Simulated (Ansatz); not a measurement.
## TlSbS3 (model cell, started as cubic perovskite with Sb in the octahedra): a soft mode frozen in

Aim: this structure of TlSbS3 (model cell, started as cubic perovskite with Sb in the octahedra) is to be tested for unstable modes, and one is followed downhill.

Calculated with Ansatz 0.2.0; DFT LDA, scalar-relativistic, plane waves, PAW; PAW set soft_1.

The structure was built from a prototype and need not be the compound's stable phase.

## 1. Starting point

The structure is cubic, space group Pm-3m (No. 221). The conventional cell has a = 4.956 Å, b = 4.956 Å, c = 4.956 Å, α = 90.00°, β = 90.00°, γ = 90.00°. Nearest to Tl lie 12 S at 3.50 Å. Nearest to Sb lie 6 S at 2.48 Å. Nearest to S lie 2 Sb at 2.48 Å. Farther neighbours and most contacts between anions are not listed.

## 2. Phonons on a q mesh

The cell comes from relaxations at this level that are not shown. Stability and thermal properties need the whole zone. Linear response on a 2×2×2 q mesh gives force constants as far as a supercell of that size would.

File input.yaml:

```yaml
crystal:
  lattice:
    - [4.9559718062, 0.0, 0.0]
    - [0.0, 4.9559718062, 0.0]
    - [0.0, 0.0, 4.9559718062]
  atoms:
    - { symbol: Tl, position: [0.0, 0.0, 0.0] }
    - { symbol: Sb, position: [0.5, 0.5, 0.5] }
    - { symbol: S, position: [0.5, 0.5, 0.0] }
    - { symbol: S, position: [0.5, 0.0, 0.5] }
    - { symbol: S, position: [0.0, 0.5, 0.5] }
kpoints:
  mp_grid: { grid: [8, 8, 8] }
hamiltonian:
  xc: lda
  pseudopotentials: { kind: paw, azcp: { folder: soft_1 }, xc_functional: pbe }
scf:
  occupations: { method: methfessel_paxton, width: 0.2 }
output:
  eigenvalues: true
phonons:
  method: dfpt
  qmesh: [2, 2, 2]
  temperatures: { t_max: 1000, t_step: 50 }
  qpath:
    path:
      - [[0.0, 0.0, 0.0], [0.0, 0.5, 0.0], [0.5, 0.5, 0.0], [0.0, 0.0, 0.0], [0.5, 0.5, 0.5], [0.0, 0.5, 0.0]]
      - [[0.5, 0.5, 0.5], [0.5, 0.5, 0.0]]
    npoints: 10
```

On the command line:

```
ansatz run input.yaml --threads 4 --pin off --max-ram 16384MiB --backend cpu --events-out ev --progress --plain --runs-dir out
```

Numbers of over 12 decimals in the logs are rounded to 6 here.

Log:

```text
Engine: ansatz 0.2.0, aarch64-unknown-linux-gnu
Pseudopotentials: kind: paw
Pseudopotential: Tl, paw, valence charge 13, recommended cutoff 420 eV (normal), soft_1/Tl.paw.azcp
Pseudopotential: Sb, paw, valence charge 15, recommended cutoff 420 eV (normal), soft_1/Sb.paw.azcp
Pseudopotential: S, paw, valence charge 6, recommended cutoff 420 eV (normal), soft_1/S.paw.azcp
Functional definition: SPW92
  exchange = slater_x
  correlation = pw_c
Crystal: 5 atoms, lattice volume = 121.727 Å³
Basis set: ecut = 420 eV, 2373 PW (Γ), exchange–correlation on 72×72×72 points (8 copies of the dense FFT grid, shifted against one another)
Bands: 28, of which v1, the nominal top of the filled ones, is band 23 counted from 1 (22 counted from 0)
Symmetry: 48 space group operations
k-points: 35 of 512
Non-local potential: Tl, projectors of the file, l = 0: 2, l = 1: 2, l = 2: 2, l = 3: 1
Non-local potential: Sb, projectors of the file, l = 0: 2, l = 1: 2, l = 2: 2, l = 3: 1
Non-local potential: S, projectors of the file, l = 0: 2, l = 1: 2, l = 2: 1
PAW form: soft (Blöchl's): semilocal exchange-correlation on the pseudo side does not see the compensation charge
PAW frozen core: Tl, regenerated for the run's functional, and the local potential with it (the file was generated under x = pbe(κ = 0.804, μ = 0.219515), c = pbe(β = 0.066725))
PAW frozen core: Sb, regenerated for the run's functional, and the local potential with it (the file was generated under x = pbe(κ = 0.804, μ = 0.219515), c = pbe(β = 0.066725))
PAW frozen core: S, regenerated for the run's functional, and the local potential with it (the file was generated under x = pbe(κ = 0.804, μ = 0.219515), c = pbe(β = 0.066725))
PAW one-centre angular grid: Tl, 590 points (default); XC on 64 Gauss nodes
PAW one-centre angular grid: Sb, 590 points (default); XC on 64 Gauss nodes
PAW one-centre angular grid: S, 110 points (default); XC on 64 Gauss nodes
Initial density: superposition of atomic densities (chi_scale 0.1, normalization cell, long waves kept (reshape's long-wave potential 0.03 eV rms))
Initial wavefunctions: pseudopotential atomic-orbital guess
Functional: x = slater, c = lda
SCF iter   1: F=—  HF=-20092.978312 eV  |F-HF|=—  |Δ(HF+E_count)|=         —  Δρ=2.88e-2  dr2=2.43e0  ethr=3.10e-3  ⟨swp⟩=7.7  Hψ=4924  notcnv=0
preconditioner: auto → Kerker (q_TF=auto, 2.320 Å⁻¹)  [metal: Δε(μ)=0.037 eV  Ē_g=10.342 eV  σ=0.200 eV  W_gap=0.15  n_scr=26 (ndim 8)  ℏωp=20.2 eV  f_vac=0.000  D(μ)=3.65/eV (n_scr^D=26)]
SCF iter   2: F=—  HF=-20092.430886 eV  |F-HF|=—  |Δ(HF+E_count)|=   5.47e-1  S|Δr|=    0.00e0  Δρ=1.61e-2  dr2=9.35e-1  ethr=3.10e-3  ⟨swp⟩=2.8  Hψ=1625  notcnv=0  defer=10
SCF iter   3: F=—  HF=-20092.130551 eV  |F-HF|=—  |Δ(HF+E_count)|=   3.00e-1  S|Δr|=    0.00e0  Δρ=3.92e-3  dr2=7.89e-2  ethr=2.03e-3  ⟨swp⟩=2.8  Hψ=1777  notcnv=0  defer=10
SCF iter   4: F=—  HF=-20092.100450 eV  |F-HF|=—  |Δ(HF+E_count)|=   3.01e-2  S|Δr|=    0.00e0  Δρ=1.44e-3  dr2=7.16e-3  ethr=1.71e-4  ⟨swp⟩=2.6  Hψ=1712  notcnv=0  defer=7
SCF iter   5: F=—  HF=-20092.098145 eV  |F-HF|=—  |Δ(HF+E_count)|=   2.30e-3  S|Δr|=    0.00e0  Δρ=5.19e-4  dr2=4.88e-4  ethr=1.56e-5  ⟨swp⟩=2.9  Hψ=1925  notcnv=0  defer=5
SCF iter   6: F=—  HF=-20092.097986 eV  |F-HF|=—  |Δ(HF+E_count)|=   1.59e-4  S|Δr|=    0.00e0  Δρ=1.28e-4  dr2=2.71e-5  ethr=1.06e-6  ⟨swp⟩=2.0  Hψ=1675  notcnv=0  defer=5
SCF iter   7: F=—  HF=-20092.097995 eV  |F-HF|=—  |Δ(HF+E_count)|=   9.11e-6  S|Δr|=    0.00e0  Δρ=2.34e-5  dr2=5.91e-7  ethr=5.90e-8  ⟨swp⟩=2.4  Hψ=1581  notcnv=0  defer=5
SCF iter   8: F=—  HF=-20092.097987 eV  |F-HF|=—  |Δ(HF+E_count)|=   8.53e-6  S|Δr|=    0.00e0  Δρ=5.95e-6  dr2=5.04e-8  ethr=1.28e-9  ⟨swp⟩=2.3  Hψ=1658  notcnv=0  defer=5
SCF iter   9: F=—  HF=-20092.097987 eV  |F-HF|=—  |Δ(HF+E_count)|=   1.77e-8  S|Δr|=    0.00e0  Δρ=1.54e-6  dr2=5.08e-9  ethr=1.10e-10  ⟨swp⟩=2.4  Hψ=1817  notcnv=0  defer=5
SCF iter  10: F=—  HF=-20092.097987 eV  |F-HF|=—  |Δ(HF+E_count)|=   1.11e-9  S|Δr|=    0.00e0  Δρ=4.84e-7  dr2=4.49e-10  ethr=1.10e-11  ⟨swp⟩=2.3  Hψ=1382  notcnv=0  defer=5
SCF iter  11: F=-20092.097987 eV  HF=-20092.097987 eV  |F-HF|=0.00e0  |Δ(HF+E_count)|=  6.55e-11  S|Δr|=    0.00e0  Δρ=7.72e-8  dr2=7.64e-12  ethr=1.00e-12  ⟨swp⟩=7.3  Hψ=6339  notcnv=0
SCF 1 converged in 11 iterations: F = -20092.097987 eV  dr2 = 7.64e-12
  greatest PAW one-centre occupation: 0.997 electrons in one spin orbital (limit 2), on the Sb atom at site 1 (counted from 0), in its partial waves of l = 2
Initial density: read from a saved state, or passed on in memory by an earlier SCF of this step, an earlier step, the calling program or the single point that the run made first
iter 1 solved again at ethr=2.88e-7 eV; its pass at ethr=3.10e-3 eV (dr2=1.32e-4 eV) is discarded
SCF iter   1: F=—  HF=-20092.097986 eV  |F-HF|=—  |Δ(HF+E_count)|=         —  Δρ=7.91e-7  dr2=7.06e-10  ethr=2.88e-7  ⟨swp⟩=3.8  Hψ=8345  notcnv=0
eigensolver tolerance schedule: the retry pair's looser diagonalisation over-reported the residual by 187358.48 of it (diagonalisation noise at an unbounded share of the residual, at the tolerance the schedule requests for it); recorded, not acted on — ethr = c·dr2/N_el stays at c = 1.0e-1
preconditioner: auto → Kerker (q_TF=auto, 2.320 Å⁻¹)  [metal: Δε(μ)=0.007 eV  Ē_g=9.898 eV  σ=0.200 eV  W_gap=0.03  n_scr=26 (ndim 8)  ℏωp=20.2 eV  f_vac=0.001  D(μ)=3.96/eV (n_scr^D=26)]
SCF iter   2: F=—  HF=-20092.097987 eV  |F-HF|=—  |Δ(HF+E_count)|=   1.22e-6  S|Δr|=    0.00e0  Δρ=4.14e-7  dr2=2.00e-10  ethr=1.54e-12  ⟨swp⟩=4.8  Hψ=3311  notcnv=0
SCF iter   3: F=—  HF=-20092.097987 eV  |F-HF|=—  |Δ(HF+E_count)|=  4.73e-11  S|Δr|=    0.00e0  Δρ=2.73e-7  dr2=8.10e-11  ethr=1.00e-12  ⟨swp⟩=1.0  Hψ=980  notcnv=0
SCF iter   4: F=—  HF=-20092.097987 eV  |F-HF|=—  |Δ(HF+E_count)|=  2.55e-11  S|Δr|=    0.00e0  Δρ=1.17e-7  dr2=1.41e-11  ethr=1.00e-12  ⟨swp⟩=1.0  Hψ=980  notcnv=0
SCF iter   5: F=-20092.097987 eV  HF=-20092.097987 eV  |F-HF|=0.00e0  |Δ(HF+E_count)|=  3.64e-12  S|Δr|=    0.00e0  Δρ=2.68e-8  dr2=7.46e-13  ethr=1.00e-12  ⟨swp⟩=4.7  Hψ=2993  notcnv=0
SCF 2 converged in 5 iterations: F = -20092.097987 eV  dr2 = 7.46e-13
phonons: the bands overlap, so this run is a metal and interpolates without the dipole-dipole term. If the crystal is really an insulator or semiconductor, its LO-TO splitting is missing
NSCF: frozen V_eff on 35 k-points
NSCF: frozen V_eff on 125 k-points
DFPT response loops at q = (0, 0, 0) (fractional): preconditioner auto → Kerker (q_TF=auto, 2.320 Å⁻¹) (partly filled bands, converged f_vac=0.001); β = 1.00, the filter's whole step (`scf.mixing.beta` (0.50) is not read by the response loops under this deck's `scf.mixing.preconditioner`; to damp them name `kerker` or `kerker_dos`, under which they read `scf.mixing.beta`, and type it under 1.00, their step now; both keys bind the ground state too); Broyden in place of MSR1
NSCF: frozen V_eff on 250 k-points
DFPT response loops at q = (0, 0, -0.5) (fractional): mixed as the last ones told, above
NSCF: frozen V_eff on 250 k-points
DFPT response loops at q = (0, -0.5, -0.5) (fractional): mixed as the last ones told, above
NSCF: frozen V_eff on 250 k-points
DFPT response loops at q = (-0.5, -0.5, -0.5) (fractional): mixed as the last ones told, above
SCF converged after 11 iterations
Stability not checked: this state was not tested for a lower state beside it, because cold or Methfessel-Paxton smearing, or corrected tetrahedra, fill the levels in a way that the test cannot read (fill_not_monotonic; see scf.lower_state_search)
Free energy (F): -20092.097987 eV
Harris-Foulkes:  -20092.097987 eV  (|F-HF|=0.00e0)
Internal energy: -20092.093256 eV  (E = F + TS)
E sigma→0 (E₀):  -20092.096804 eV
Entropy (-TS):   -0.004731 eV (-0.946 meV/atom)
Fermi energy:    6.687343 eV
--- Per-component energies (eV) ---
  E_band       = -226.568949
  E_kinetic    = 746.985960
  E_local      = -3147.226334  (includes V_loc(G=0)·N_el)
  E_nonlocal   = 822.224643
  E_hartree    = 1223.362398
  E_xc         = -546.733527
  E_vxc        = -462.777669  (∫ρ·V_xc dr)
  E_paw        = -16013.929507  (= ΣΔE_a)
  E_vpaw       = -632.500498  (= ΣTr[D̂ρ^β])
  E_aug_tail   = 0.000087  (compensation charges beyond the density's cutoff)
  E_ewald      = -3177.653938
  E_core_change = 0.876963  (= ΣΔE_core)
  E_smearing   = -0.004731  (= −TS)
  E_closure    = -0.000000  (closes the sum)
  Σ components = -20092.097987   (vs F -20092.097987, Δ=0.00e0)
--- Band table (eV; the first three rows and the last of 35) ---
  k-point 0: bands = [... 19 lower, 5.5270, 5.5270, 5.7507, 5.7507, 5.7507, 12.0726, 12.0726, 12.0726, ... 1 higher]
  k-point 1: bands = [... 19 lower, 5.4581, 5.7021, 5.7231, 5.7231, 5.8236, 11.6316, 11.8935, 11.8935, ... 1 higher]
  k-point 2: bands = [... 19 lower, 5.2071, 5.5905, 5.7564, 5.7564, 6.4594, 10.5057, 11.6096, 11.6096, ... 1 higher]
  k-point 34: bands = [... 19 lower, 5.0853, 6.9721, 6.9721, 6.9721, 7.9831, 7.9831, 7.9831, 10.6616, ... 1 higher]
--- Phonons (Γ-DFPT): 4 representative perturbations + reference (Σ response iterations 12) ---
  ASR residual: 2.884e-5 → 0.000e0 eV/Å²; symmetrization residual: 1.973e-5 eV/Å²
  ASR residual per site (eV/Å²): 2.31e-5 2.82e-5 2.88e-5 2.88e-5 2.88e-5
  Γ frequencies (cm⁻¹): -122.62 -122.62 -122.62 -98.71 -98.71 -98.71 -21.07 -21.07 -21.07 0.00 0.00 0.00 252.25 252.25 252.25
--- Phonons (arbitrary-q DFPT): 4 irreducible q on the 2×2×2 mesh ---
  q = [0.0000, 0.0000, 0.0000] (star 1, of the zone-centre solve; hermiticity 6.30e-6, symmetrization 8.67e-12): -122.62 -122.62 -122.62 -98.71 -98.71 -98.71 -21.07 -21.07 -21.07 -0.00 0.00 0.00 252.25 252.25 252.25
  q = [0.0000, 0.0000, -0.5000] (star 3, 9 solved perturbations in 975 linear systems a pass and spin channel, the states on 125 of 512 k-point pairs; hermiticity 1.40e-6, symmetrization 1.01e-11): -126.49 -123.49 -115.21 -115.21 -103.51 -103.51 -16.23 -16.23 9.04 36.37 36.37 162.24 272.69 272.69 285.40
  q = [0.0000, -0.5000, -0.5000] (star 3, 9 solved perturbations in 975 linear systems a pass and spin channel, the states on 125 of 512 k-point pairs; hermiticity 2.06e-6, symmetrization 3.17e-13): -143.15 -143.15 -111.63 -99.20 -99.20 -94.09 -16.57 9.18 9.18 42.80 168.19 168.19 273.24 290.53 313.67
  q = [-0.5000, -0.5000, -0.5000] (star 1, 4 solved perturbations in 350 linear systems a pass and spin channel, the states on 125 of 512 k-point pairs; hermiticity 1.60e-7, symmetrization 9.67e-12): -141.05 -141.05 -141.05 -102.35 -102.35 -102.35 -7.47 -7.47 -7.47 174.06 174.06 174.06 269.38 269.38 352.38
  sum rule: each row above includes the acoustic sum rule's correction from the zone centre's row sums; it moved no ω² by more than (0.49 cm⁻¹)²
  mesh force constants: q→R imaginary residual 3.67e-18; ASR residual 2.884e-5 → 0.000e0 eV/Å²; symmetrization residual 1.599e-14 eV/Å²
  interpolated dispersion: 62 rows × 15 modes
  density of states and harmonic sums: on the 14×14×14 q-mesh, interpolated from the force constants of a 2×2×2 supercell (no non-analytic term)
  largest difference from the sums on the solved wave vectors: F 5.02e-2 eV, S 7.34e-5 and C_V 2.32e-5 eV/K
  zero-point energy: 0.073641 eV/cell   skipped modes (ω ≤ 0): 967, of them read as no rigid motion or as one in doubt: 964 (7.979e0 modes/cell left out, lowest -143.15 cm⁻¹)   left out of the sums: 5.32e-1 of the cell's modes: C_V's classical limit lies that fraction below 3 k_B per atom; for a crystal, a wire or a layer, F and S can be off by more, and a phonons.interpolated_qmesh denser along its periods is the remedy for the sampling
```

It took 4.2 min on 4 threads of Arm Neoverse V1, shared host; peak memory 1.3 GiB; 16 min of CPU time.

This step gave:

```yaml
volume_per_atom: 24.35 Å³
gap_on_the_k_mesh: 0 eV
sum_rule_residual_before_enforcement: 2.88e-5 eV/Å²
lowest_frequency_on_the_path: -143.2 cm⁻¹
point_group: m-3m
highest_frequency_on_the_path_or_at_a_solved_wavevector: 352.4 cm⁻¹
highest_optical_mode_at_the_zone_centre_no_lo_to_term: 252.2 cm⁻¹
lowest_optical_zone_centre_mode: -122.6 cm⁻¹
lowest_mode_on_the_q_mesh_acoustic_modes_at_gamma_apart: -143.2 cm⁻¹
```

Frequencies (cm⁻¹) solved at each irreducible wavevector; negative means imaginary. Frequencies by wavevector, by row:

| q in reciprocal lattice units | star | mode 1 | mode 2 | mode 3 | mode 4 | mode 13 | mode 14 | mode 15 |
| --- | --- | --- | --- | --- | --- | --- | --- | --- |
| 0 0 0 | 1 | -122.6 | -122.6 | -122.6 | -98.7 | 252.2 | 252.2 | 252.2 |
| 0 0 -0.5 | 3 | -126.5 | -123.5 | -115.2 | -115.2 | 272.7 | 272.7 | 285.4 |
| 0 -0.5 -0.5 | 3 | -143.2 | -143.2 | -111.6 | -99.2 | 273.2 | 290.5 | 313.7 |
| -0.5 -0.5 -0.5 | 1 | -141.1 | -141.1 | -141.1 | -102.3 | 269.4 | 269.4 | 352.4 |

Interpolated from a 2×2×2 q mesh. The phonon branches at the labelled points (cm⁻¹):

| point | branch 1 | branch 2 | branch 3 | branch 4 | branch 12 | branch 13 | branch 14 | branch 15 |
| --- | --- | --- | --- | --- | --- | --- | --- | --- |
| Γ | -123 | -123 | -123 | -99 | 0 | 252 | 252 | 252 |
| halfway | -122 | -119 | -119 | -114 | 114 | 262 | 262 | 269 |
| X | -126 | -124 | -115 | -115 | 162 | 273 | 273 | 285 |
| halfway | -134 | -124 | -118 | -108 | 165 | 272 | 282 | 301 |
| M | -143 | -143 | -112 | -99 | 168 | 273 | 290 | 314 |
| halfway | -124 | -122 | -116 | -113 | 119 | 267 | 272 | 286 |
| Γ | -123 | -123 | -123 | -99 | 0 | 252 | 252 | 252 |
| halfway | -121 | -119 | -119 | -113 | 123 | 271 | 271 | 307 |
| R | -141 | -141 | -141 | -102 | 174 | 269 | 269 | 352 |
| halfway | -128 | -126 | -126 | -110 | 168 | 273 | 276 | 322 |
| X | -126 | -124 | -115 | -115 | 162 | 273 | 273 | 285 |
| jump to R | -141 | -141 | -141 | -102 | 174 | 269 | 269 | 352 |
| halfway | -139 | -139 | -120 | -107 | 171 | 271 | 277 | 337 |
| M | -143 | -143 | -112 | -99 | 168 | 273 | 290 | 314 |

Symmetry leaves 4 wavevectors to solve. The lowest mode among them, the acoustic zeros apart, lies at q = (0, -0.5, -0.5) and is imaginary, 143.2i cm⁻¹, so the energy falls along it.

## 3. The mode frozen in, largest atomic shift 0 Å

The mode followed lies at q = (0, -0.5, -0.5) with frequency 143.2i cm⁻¹ and is 2-fold degenerate, the softest among the wavevectors solved. At small amplitude the distorted cell has space group no. 10 by a symmetry search on the positions. The undistorted cell that holds it gives the zero of energy on the same k mesh.

System of this step: TlSbS3 (model cell, started as cubic perovskite with Sb in the octahedra). It takes space group Pm-3m (No. 221, cubic). The conventional cell has a = 4.956 Å, b = 4.956 Å, c = 4.956 Å, α = 90.00°, β = 90.00°, γ = 90.00°. Nearest to Tl lie 12 S at 3.50 Å. Nearest to Sb lie 6 S at 2.48 Å. Nearest to S lie 2 Sb at 2.48 Å. Nearest to S lie 2 Sb at 2.48 Å. Farther neighbours and most contacts between anions are not listed.

File input.yaml:

```yaml
crystal:
  lattice:
    - [-4.9559718062, 0.0, 0.0]
    - [0.0, -4.9559718062, -4.9559718062]
    - [0.0, -4.9559718062, 4.9559718062]
  atoms:
    - { symbol: Tl, position: [0.0, 0.5, 0.5] }
    - { symbol: Tl, position: [0.0, 0.0, 0.0] }
    - { symbol: Sb, position: [0.5, 0.0, 0.5] }
    - { symbol: Sb, position: [0.5, 0.5, 0.0] }
    - { symbol: S, position: [0.5, 0.25, 0.25] }
    - { symbol: S, position: [0.5, 0.75, 0.75] }
    - { symbol: S, position: [0.5, 0.25, 0.75] }
    - { symbol: S, position: [0.5, 0.75, 0.25] }
    - { symbol: S, position: [1.0, 0.0, 0.5] }
    - { symbol: S, position: [1.0, 0.5, 0.0] }
kpoints:
  mp_grid: { grid: [8, 6, 6] }
hamiltonian:
  xc: lda
  pseudopotentials: { kind: paw, azcp: { folder: soft_1 }, xc_functional: pbe }
scf:
  occupations: { method: methfessel_paxton, width: 0.2 }
output:
  forces: true
  stress: true
  eigenvalues: true
```

Log:

```text
[...]
Crystal: 10 atoms, lattice volume = 243.454 Å³
Basis set: ecut = 420 eV, 4781 PW (Γ)
Bands: 56, of which v1, the nominal top of the filled ones, is band 46 counted from 1 (45 counted from 0)
Symmetry: 32 space group operations
[...]
k-points: 50 of 288
[...]
k-point 0: bands = [... 42 lower, 5.5266, 5.7496, 5.7506, 5.7506, 6.9835, 8.5274, 8.5274, 8.7954, ... 6 higher]
  k-point 1: bands = [... 42 lower, 5.5720, 5.7018, 5.7826, 5.8174, 6.8257, 7.4378, 9.0437, 10.0239, ... 6 higher]
  k-point 2: bands = [... 42 lower, 5.4439, 5.5786, 5.9315, 6.3185, 6.5192, 6.8071, 10.0956, 10.4766, ... 6 higher]
  k-point 49: bands = [... 42 lower, 5.3724, 5.3724, 6.9816, 6.9816, 8.5267, 8.5267, 8.5276, 8.5276, ... 6 higher]
[key lines of the parts left out:]
SCF converged after 9 iterations
Free energy (F): -40184.201579 eV
Fermi energy:    6.676651 eV
P = ⅓ Tr σ = -0.0428 GPa (-0.428 kbar)
```

The job ended after 16 s (4 threads; peak memory 0.88 GiB).

Numbers from this step:

| Property | Result |
| --- | --- |
| pressure | -0.04279 GPa |
| energy from the undistorted cell | 0 meV/atom |

The run ends at a pressure of -0.04 GPa.

## 4. The mode frozen in, largest atomic shift 0.6 Å

The atoms are moved along the unstable eigenvector, the largest shift by 0.6 Å, with the cell fixed.

input.yaml, the sections that differ from step 3:

```yaml
crystal:
  lattice:
    - [-4.9559718062, 0.0, 0.0]
    - [0.0, -4.9559718062, -4.9559718062]
    - [0.0, -4.9559718062, 4.9559718062]
  atoms:
    - { symbol: Tl, position: [0.0, 0.5012900664, 0.49742104] }
    - { symbol: Tl, position: [0.0, -0.0012900664, 0.00257896] }
    - { symbol: Sb, position: [0.5, 0.0044591981, 0.5089143427] }
    - { symbol: Sb, position: [0.5, 0.4955408019, -0.0089143427] }
    - { symbol: S, position: [0.5, 0.25, 0.25] }
    - { symbol: S, position: [0.5, 0.75, 0.75] }
    - { symbol: S, position: [0.5, 0.25, 0.75] }
    - { symbol: S, position: [0.5, 0.75, 0.25] }
    - { symbol: S, position: [1.0, -0.0382983762, 0.4234380622] }
    - { symbol: S, position: [1.0, 0.5382983762, 0.0765619378] }
# kpoints, hamiltonian, scf, output: as in step 3
```

Log:

```text
[...]
Crystal: 10 atoms, lattice volume = 243.454 Å³
Basis set: ecut = 420 eV, 4781 PW (Γ)
Bands: 56, of which v1, the nominal top of the filled ones, is band 46 counted from 1 (45 counted from 0)
Symmetry: 4 space group operations
[...]
k-points: 100 of 288
[...]
k-point 0: bands = [... 42 lower, 5.6985, 5.8525, 5.9946, 6.0630, 6.9956, 8.2537, 8.5556, 9.1998, ... 6 higher]
  k-point 1: bands = [... 42 lower, 5.6819, 5.7623, 5.9406, 6.0080, 6.8192, 7.6039, 9.0302, 9.9714, ... 6 higher]
  k-point 2: bands = [... 42 lower, 5.7636, 5.8232, 5.9509, 6.0823, 6.4974, 7.1071, 10.1474, 10.2714, ... 6 higher]
  k-point 99: bands = [... 42 lower, 5.5860, 5.6516, 6.5477, 6.6412, 7.9545, 8.0519, 8.8270, 9.0008, ... 6 higher]
[key lines of the parts left out:]
SCF converged after 10 iterations
Free energy (F): -40184.542497 eV
Fermi energy:    6.678791 eV
P = ⅓ Tr σ = 0.0729 GPa (0.729 kbar)
```

The job ended after 29 s (4 threads; peak memory 1.2 GiB).

This step gave:

```
pressure                         : 0.07289 GPa
energy from the undistorted cell : -34.26 meV/atom
```

The energy, extrapolated to zero smearing, is -34.26 meV/atom against the undistorted cell.

The run ends at a pressure of 0.07 GPa, with forces up to 0.47 eV/Å.

[end of part 1 of 3]

[Logs are printed without paths, hosts, clocks, repeated set-up lines and the standing remarks that a program may print on its own settings, such as how far it seeks lower states.]

[Hosts, paths, dates, database ids (printed as entryN), source tags and the programs' standing remarks are cut or masked in the printed files.]
